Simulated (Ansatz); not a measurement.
# Te2Mo (P6_3/mmc): converging the G0W0 gap, part 2 of 2

Aim: see how the G0W0 gap of Te2Mo (P6_3/mmc) on PBE moves with empty bands and screening cutoff, and what each rung costs.

Ansatz 0.2.0; G0W0 on PBE, plane waves, PAW. Known limits of the many-body steps: not at the basis limit; no spin-orbit coupling; coarse k mesh.

So far. Step 4 (1035 empty bands, screening to 210 eV): Against the run with 6×6×2 mesh, 481 empty bands, screening to 126 eV, the gap moves by +0.02 eV.

**5. Changing the frequency model: 6×6×2 mesh, 1035 empty bands, screening to 210 eV, plasmon pole**

A plasmon pole stands in for the full frequency dependence of the screening; this run shows what that costs in accuracy.

input.yaml reads:

```yaml
crystal:
  lattice:
    - [3.5182, 0.0, 0.0]
    - [-1.7591, 3.0468505756, 0.0]
    - [0.0, 0.0, 13.9736]
  atoms:
    - { symbol: Te, position: [0.3333333333, 0.6666666667, 0.621] }
    - { symbol: Te, position: [0.6666666667, 0.3333333333, 0.121] }
    - { symbol: Te, position: [0.3333333333, 0.6666666667, 0.879] }
    - { symbol: Te, position: [0.6666666667, 0.3333333333, 0.379] }
    - { symbol: Mo, position: [0.3333333333, 0.6666666667, 0.25] }
    - { symbol: Mo, position: [0.6666666667, 0.3333333333, 0.75] }
kpoints:
  mp_grid: { grid: [6, 6, 2] }
hamiltonian:
  xc: pbe
scf:
  occupations: { method: fixed }
gw:
  n_empty_bands: 1035
  ecut_chi: 210.0
  qp_bands: [v2, c2]
  qp_kpoints: band_edges
  screening: { model: godby_needs }
```

Started as:

```bash
$ ansatz run input.yaml --threads 3 --pin off --max-ram 92160MiB --backend cuda --events-out ev --progress --plain --runs-dir out --devices 1 --max-vram 13GiB  # rebuilt from the run's record
```

Numbers of over 12 decimals in the logs are rounded to 6 here.

What it wrote:

```text
GPUs: using 1 of 1 available (devices: 1).
[...]
GPU FFT provider: cuFFT
GPU libraries: cuBLAS 13.8.2, cuFFT 12.4.0, cuSOLVER 12.3.4
Crystal: 6 atoms, lattice volume = 149.789 Å³
Basis set: ecut = 420 eV, 2909 PW (Γ)
Bands: 56, of which v1, the nominal top of the filled ones, is band 46 counted from 1 (45 counted from 0)
Symmetry: 24 space group operations
[...]
k-points: 14 of 72
[...]
1    48     15.4167   -12.5953    -4.1767   -16.8153  0.7925    15.4601    15.4600  root
[...]
13    45     12.2673   -18.0639     0.0932   -17.8507  0.7724    12.1474    12.1475  root
    13    46     12.2673   -18.0639     0.0932   -17.8507  0.7724    12.1474    12.1475  root
    13    47     13.4563   -15.3359    -4.0438   -19.6408  0.7678    13.7175    13.7173  root
    13    48     13.4563   -15.3359    -4.0438   -19.6408  0.7678    13.7175    13.7173  root
[key lines of the parts left out:]
SCF converged after 7 iterations
Free energy (F): -37833.393800 eV
Fermi energy:    12.476785 eV
```

Elapsed: 3.2 min, on 1 × NVIDIA H100 80GB HBM3 (shared by 6 runs) with 3 threads of AMD EPYC 7R13 (Zen 3), shared host; peak memory 9.3 GiB.

Numbers from this step:

```yaml
bands_summed: 1081
plasmon_pole_fit_frequency: 29.10 eV
rpa_eps_infinity_on_this_mesh_eigenvalues: 10.65, 19.51, 19.51
plane_waves_in_the_screening_matrix: 999
g0w0_gap_on_the_mesh: 1.046 eV
k_of_the_valence_top: 0, 0, 0
k_of_the_conduction_bottom: 0.1667, 0.1667, 0
starting_gap_on_the_mesh: 0.8260 eV
least_direct_g0w0_gap_on_the_computed_points: 1.393 eV
```

Against the run with 6×6×2 mesh, 1035 empty bands, screening to 210 eV, the gap moves by +0.03 eV.

**6. Changing the files and raising the bands: 6×6×2 mesh, 1534 empty bands, screening to 273 eV, hard PAW files**

Other atomic data (hard PAW) test the pseudisation: the cutoff goes from 420 to 640 eV, with the same valence electrons. Bands and screening cutoff change too, so the step is no clean test of the files.

Changes to input.yaml since step 5:

```diff
@@ -16,2 +16,3 @@
   xc: pbe
+  pseudopotentials: { kind: paw, source: ansatz }
 scf:
@@ -19,6 +20,6 @@
 gw:
-  n_empty_bands: 1035
-  ecut_chi: 210.0
+  n_empty_bands: 1534
+  ecut_chi: 273.0
   qp_bands: [v2, c2]
   qp_kpoints: band_edges
-  screening: { model: godby_needs }
+  screening: { model: contour_deformation }
```

What it wrote:

```text
GPUs: using 1 of 1 available (devices: 1).
[...]
GPU FFT provider: cuFFT
GPU libraries: cuBLAS 13.8.2, cuFFT 12.4.0, cuSOLVER 12.3.4
Crystal: 6 atoms, lattice volume = 149.789 Å³
Basis set: ecut = 640 eV, 5559 PW (Γ)
Bands: 56, of which v1, the nominal top of the filled ones, is band 46 counted from 1 (45 counted from 0)
Symmetry: 24 space group operations
[...]
k-points: 14 of 72
[...]
1    48     16.0352   -12.5779    -4.3748   -16.7943  0.7260    15.8777    15.8769  root
[...]
13    45     12.8843   -18.0638     0.0012   -17.8509  0.7127    12.6718    12.6725  root
    13    46     12.8843   -18.0638     0.0012   -17.8509  0.7127    12.6718    12.6725  root
    13    47     14.0741   -15.3351    -4.2544   -19.6410  0.7023    14.1256    14.1256  root
    13    48     14.0741   -15.3351    -4.2544   -19.6410  0.7023    14.1256    14.1256  root
[key lines of the parts left out:]
SCF converged after 10 iterations
Free energy (F): -37844.803715 eV
Fermi energy:    13.093940 eV
```

Run time: 5.7 min. Hardware: 1 × NVIDIA H100 80GB HBM3 (shared by 6 runs) with 3 threads; peak memory 8.9 GiB; 9.8 min of CPU time.

Numbers from this step:

* bands summed: 1580
* RPA ε∞ on this mesh (eigenvalues): 10.64, 19.46, 19.46
* plane waves in the screening matrix: 1549
* G0W0 gap on the mesh: 1.030 eV
* k of the valence top: 0, 0, 0
* k of the conduction bottom: 0.1667, 0.1667, 0
* starting gap on the mesh: 0.8261 eV
* least direct G0W0 gap on the computed points: 1.297 eV

Against the run with 6×6×2 mesh, 1035 empty bands, screening to 210 eV, the gap moves by +0.012 eV.

**7. The runs together**

Times are wall times on 1 × NVIDIA H100 80GB HBM3 (shared by 6 runs) with 3 threads of AMD EPYC 7R13 (Zen 3), shared host, good to a factor of about two.

| mesh | files | frequency | bands summed | cutoff (eV) | start (eV) | G0W0 (eV) | time | host memory (GiB) |
| --- | --- | --- | --- | --- | --- | --- | --- | --- |
| 6×6×2 | default PAW | contour deformation | 216 | 63 | 0.826 | 0.947 | 18 s | 1.3 |
| 6×6×2 | default PAW | contour deformation | 527 | 126 | 0.826 | 0.996 | 39 s | 2.1 |
| 6×6×2 | default PAW | contour deformation | 1081 | 210 | 0.826 | 1.018 | 100 s | 4.5 |
| 6×6×2 | default PAW | plasmon pole | 1081 | 210 | 0.826 | 1.046 | 3.2 min | 9.3 |
| 6×6×2 | hard PAW | contour deformation | 1580 | 273 | 0.826 | 1.030 | 5.7 min | 8.9 |

How the two edges are built up, in eV (the quasiparticle level is the starting level plus Σx plus Σc less Vxc):

| run | edge | start | Σx | Σc | Vxc | Z | QP |
| --- | --- | --- | --- | --- | --- | --- | --- |
| 216 bands | valence top | 12.48 | -18.83 | 0.70 | -18.52 | 0.73 | 12.88 |
| 216 bands | conduction bottom | 13.30 | -13.10 | -3.22 | -16.84 | 0.74 | 13.82 |
| 527 bands | valence top | 12.48 | -18.83 | 0.32 | -18.52 | 0.72 | 12.49 |
| 527 bands | conduction bottom | 13.30 | -13.10 | -3.56 | -16.84 | 0.74 | 13.48 |
| 1081 bands | valence top | 12.48 | -18.83 | 0.16 | -18.52 | 0.72 | 12.33 |
| 1081 bands | conduction bottom | 13.30 | -13.10 | -3.69 | -16.84 | 0.73 | 13.35 |

**8. Summary of results**

| Quantity | Value |
| --- | --- |
| 216 bands, 63 eV | 0.947 eV |
| 527 bands, 126 eV | 0.996 eV |
| 1081 bands, 210 eV | 1.018 eV |
| estimated limit in bands and cutoff | 1.04 eV |
| mesh and start | 6×6×2, PBE |

**Reading.** A line in one over the bands through the two highest rungs gives 1.04 eV, +0.02 eV from the top rung; the pair below gives 1.03 eV, in fair agreement. The rungs stand 0.09 eV (216 bands), 0.04 eV (527 bands) and 0.02 eV (1081 bands) from it. From 216 to 1081 bands the gap moves by +0.07 eV while the time grows 5.7-fold. Σc changes by −0.55 eV at the valence top and −0.48 eV at the conduction bottom, so the levels themselves move more than the gap between them. The plasmon-pole model gives +0.03 eV against contour deformation, 15 % of the correction (the least direct gap moves by +0.09 eV), and saved no time in this program. With hard PAW files and 1580 bands the gap is 1.03 eV; the line for the default PAW files gives 1.02 eV at that count, a difference of +0.01 eV that holds the line's own error too. The cheapest rung within 0.1 eV of this estimate is that with 216 bands (18 s). The 6×6×2 mesh misses a band edge: over a band path and its finer mesh (run apart) the PBE gap is 0.71 eV, so the G0W0 gap over the zone may lie about 0.12 eV below its value on the mesh. The 6×6×2 mesh is coarse for this cell (its supercell is 21 Å along the shortest edge). The RPA ε∞ on it, from the PBE start, is 10.65 and 19.51; such meshes misread the long-range screening, most where the gap is narrow. The many-body steps are scalar-relativistic: spin-orbit coupling is not in them.

[Paths, hosts, dates, memory and timing lines, banners, echoed tables and standing remarks are left out of the program output.]

[Logs are printed without paths, hosts, clocks, repeated set-up lines and the standing remarks that a program may print on its own settings, such as how far it seeks lower states.]

[Runs of the session that timed out or met a known fault of the program may be left out.]

[Cells called generated may have been cut or substituted from an entry of the Crystallography Open Database or the Materials Project.]

[Hosts, paths, dates, database ids (printed as entryN), source tags and the programs' standing remarks are cut or masked in the printed files.]
